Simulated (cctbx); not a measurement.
**Reading a Patterson map**

Space group I-43d (no. 220), a = 7.0890 Å, b = 7.0890 Å, c = 7.0890 Å, α = 90.00°, β = 90.00°, γ = 90.00°, content V12 Si16.

Simulated single-crystal data (cctbx): Mo Kα, λ = 0.71073 Å, to d = 0.8 Å, 80 % of the full sphere, strongest reflection 40000 counts, noise from counting, a 2 % proportional error and a noise floor of 4 counts (s.d.); no absorption.

Patterson synthesis, origin scaled to 1000:

```text
Patterson group I m -3 m
      u       v       w   height  length (A)
  0.000   0.000   0.000   1000.0     0.00
  0.125   0.250   0.375    119.8     3.32
  0.062   0.062   0.319    105.4     2.35
  0.000   0.250   0.500     73.2     3.96
  0.250   0.250   0.250     42.0     3.07
  0.000   0.000   0.153    -28.8     1.09
  0.000   0.414   0.414    -39.4     4.15
  0.155   0.155   0.155    -46.8     1.90
```

Q: Assign the vectors.

A peak at u stands for all pairs with xi − xj = u, with weight Σ ZiZj against Σ Z² = 9484 at the origin. Peak heights follow these weights only roughly, since form factors, motion and series ripples differ, all vectors within 0.55 Å of a peak are counted as merged into it though the farther ones add only part of their weight, and F(000) is left out, which lowers the whole map:

| u | v | w | shortest length (Å) | height | 1000 ΣZiZj/ΣZ² | pairs in the cell |
| --- | --- | --- | --- | --- | --- | --- |
| 0.125 | 0.250 | 0.375 | 3.32 | 120 | 153 | 2 × V–V, 2 × Si–Si |
| 0.062 | 0.062 | 0.319 | 2.35 | 105 | 136 | 4 × V–Si |
| 0.000 | 0.250 | 0.500 | 3.96 | 73 | 112 | 2 × V–V |

The table stops at ten peaks or at a height of 45, below which ripples compete. In the model behind the data V, the heaviest element, has 1 independent site: (0, 3/4, 1/8), up to an allowed shift of origin; the V–V vectors are differences of these positions and their symmetry mates. The whole model:

| atom | mult. | x | y | z | Ueq (Å²) |
| --- | --- | --- | --- | --- | --- |
| V1 | 12 | 0 | 3/4 | 1/8 | 0.0226 |
| Si1 | 16 | 0.1809 | 0.6809 | 0.8191 | 0.0287 |

The model was made for the exercise: a known structure type with other elements put in, its volume estimated, not relaxed; displacement parameters are assumed.

[Logs are printed without paths, hosts, clocks, repeated set-up lines and the standing remarks that a program may print on its own settings, such as how far it seeks lower states.]
